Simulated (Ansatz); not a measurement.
# Random alloy of the hcp Ru-Mo line, x = 0.375 (64 atoms), relaxed: mesh and functional compared

Which bonds does the relaxation leave, and how do forces and pressure change with k-mesh and functional?

Calculated with Ansatz 0.2.0: Kohn-Sham DFT, PBE, PAW (set soft_2), plane waves; cutoff 420 eV, k-mesh 2×2×2, fermi-dirac smearing of 0.1 eV.

**The cell**

The cell holds 64 atoms: 24 Mo and 40 Ru. Its edges and angles: a = 10.973 Å, b = 10.972 Å, c = 8.800 Å, α = 90.0°, β = 90.0°, γ = 120.0°. It derives from Ru (hcp Ru-Mo) and Mo, repeated 4×4×2. Hcp Ru-Mo: 64 atoms, 24 of 64 Ru sites given to Mo at random, cell and internal coordinates interpolated linearly between the end members (Vegard's rule); not relaxed, displaced by a Gaussian of 0.02 Å. Lattice constants are starting values near those of PBE.

Cell and atoms were relaxed with PBE. The walk converged after 7 steps by the program's count, with a largest force component of 0.0209 eV/Å; it began at an r.m.s. force component of 0.51 eV/Å. The edges went from 10.973, 10.972, 8.800 to 11.040, 11.046, 8.823 Å, and the volume from 14.337 to 14.553 Å³ an atom (+1.5 %).

The input of the reference single point:

```yaml
crystal:
  lattice:
    - [11.0403, -0.00603, -0.00836]
    - [-5.52537, 9.56481, 0.00707]
    - [-0.00671, 0.00268, 8.82281]
  atoms:
    - { symbol: Mo, position: [0.99458, 0.99874, 0.01018] }
    - { symbol: Ru, position: [0.08266, 0.16724, 0.24722] }
    - { symbol: Mo, position: [0.99332, 0.99245, 0.49376] }
    - { symbol: Mo, position: [0.08208, 0.16288, 0.76481] }
    [... 58 atom lines left out ...]
    - { symbol: Ru, position: [0.74986, 0.74958, 0.49944] }
    - { symbol: Ru, position: [0.83299, 0.91889, 0.75092] }
kpoints:
  mp_grid: { grid: [2, 2, 2] }
hamiltonian:
  xc: pbe
scf:
  occupations: { method: fermi_dirac, width: 0.1 }
output:
  forces: true
  stress: true
  populations: true
  dos:
    method: { smearing: { sigma: 0.08 } }
    de: 0.05
    projected: { site_lists: { Mo: [Mo], Ru: [Ru] } }
  eigenvalues: true
  write_density: true
  write_potential: true
  volumetric_format: npy
```

**Bonds after relaxation**

Neighbours by pair of elements; one cutoff, the widest of the pairs' first minima of g(r), serves all pairs of this metal:

| pair A-B | cutoff (Å) | bonds | mean length (Å) | spread (Å) | shortest (Å) | B about A | A about B |
| --- | --- | --- | --- | --- | --- | --- | --- |
| Ru-Ru | 3.23 | 152 | 2.73 | 0.034 | 2.64 | 7.6 | 7.6 |
| Ru-Mo | 3.23 | 176 | 2.73 | 0.051 | 2.58 | 4.4 | 7.33 |
| Mo-Mo | 3.23 | 56 | 2.81 | 0.062 | 2.65 | 4.67 | 4.67 |

How many atoms have how many bonded neighbours:

| element | mean | 12 |
| --- | --- | --- |
| Mo | 12 | 24 |
| Ru | 12 | 40 |

**Levels of theory**

Single points at the relaxed geometry:

| functional | k-mesh | pressure (GPa) | r.m.s. force component (eV/Å) | SCF cycles | time |
| --- | --- | --- | --- | --- | --- |
| PBE | 2×2×2 | -0.01 | 0.007 | 8 | 6.1 s |
| PBE | 3×3×3 | 0.20 | 0.032 | 8 | 13 s |
| r2SCAN | 2×2×2 | -5.07 | 0.065 | 13 | 17 s |
| PBEsol | 2×2×2 | -9.33 | 0.032 | 8 | 7.6 s |

Cutoffs: 420 eV for PBE and PBEsol; 500 eV for r2SCAN.

**Findings**

Every run has partly filled levels at the Fermi energy, as in a metal. Against the reference the pressure changes with r2SCAN by -5.1 GPa and PBEsol by -9.3 GPa; a negative change means a smaller volume than PBE would take. The denser mesh moves the energy by +0.9 meV/atom and the pressure by +0.21 GPa.

Limits: All single points share the geometry relaxed with PBE. One random arrangement of the atoms on their sites.

[Logs are printed without paths, hosts, clocks, repeated set-up lines and the standing remarks that a program may print on its own settings, such as how far it seeks lower states.]

[Hosts, paths, dates, database ids (printed as entryN), source tags and the programs' standing remarks are cut or masked in the printed files.]
